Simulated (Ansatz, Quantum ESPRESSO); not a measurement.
**HfO2 (001), tetragonal: a film clamped to its substrate**

A thin film takes the in-plane lattice of its substrate and is free along the normal. How do the free axis and the stress follow the misfit? The strained cell has c along the film normal; unstrained it is a = 3.5521 Å, b = 3.5521 Å, c = 5.1490 Å, α = 90.00°, β = 90.00°, γ = 90.00°, with 6 atoms. The symmetry of the cell is held, so distortions that would lower it, which this phase may prefer, aren't tested.

Calculated with Quantum ESPRESSO 7.5, PBEsol, PseudoDojo 0.4.1 norm-conserving potentials, cutoff 1170 eV, Fermi–Dirac smearing 0.02 eV, k-mesh 8×8×6, no spin polarisation, no spin-orbit coupling.

Relaxed positions at 0 %:

```csv
atom,x,y,z
Hf,0.0000,0.0000,0.0000
Hf,0.5000,0.5000,0.5000
O,0.0000,0.5000,0.1990
O,0.0000,0.5000,0.6990
O,0.5000,0.0000,0.3010
O,0.5000,0.0000,0.8010
```

```
ε∥ (%)   a (Å)   c (Å)  ε⊥ (%)  σ (GPa, tension positive)
    −3  3.4456  5.2311   1.593                     −19.88
    −2  3.4811  5.2001   0.991                     −12.90
     0  3.5521  5.1490   0.000                      −0.01
     1  3.5876  5.1279  −0.410                       5.86
     2  3.6232  5.1095  −0.768                      11.36
     3  3.6587  5.0935  −1.078                      16.47
```

**Question.** Fit both responses and give the free strain and the stress at −1 %, a row left out above.

Least squares with y = y0 + y1 ε + y2 ε² (ε in %) gives ε⊥ = 0.001 + (−0.4433) ε + (0.0284) ε² and σ = −0.01 + (6.060) ε + (−0.188) ε² GPa. The linear terms put the ratio of free to applied strain at −0.443 and the biaxial modulus at 606 GPa.

At −1 % the free strain comes out as 0.472 %. The run itself gives 0.477 %, so the estimate misses by 0.005 %; the fitted rows themselves lie up to 0.010 % off the law.

The stress comes out as −6.26 GPa. The run itself gives −6.28 GPa, so the estimate misses by 0.02 GPa; the fitted rows themselves lie up to 0.01 GPa off the law.

With c as the unique axis, zero normal stress gives ε⊥/ε∥ = −2C13/C33 for relaxed atoms, so 2C13/C33 is about 0.44.

The negative ε² term means that the crystal stiffens in compression and softens in tension.

The same fit over all rows at other levels or in other programs gives the strain ratio = −0.465 with PBEsol (Ansatz) and −0.434 with PBEsol (Quantum ESPRESSO, GBRV).

[Logs are printed without paths, hosts, clocks, repeated set-up lines and the standing remarks that a program may print on its own settings, such as how far it seeks lower states.]
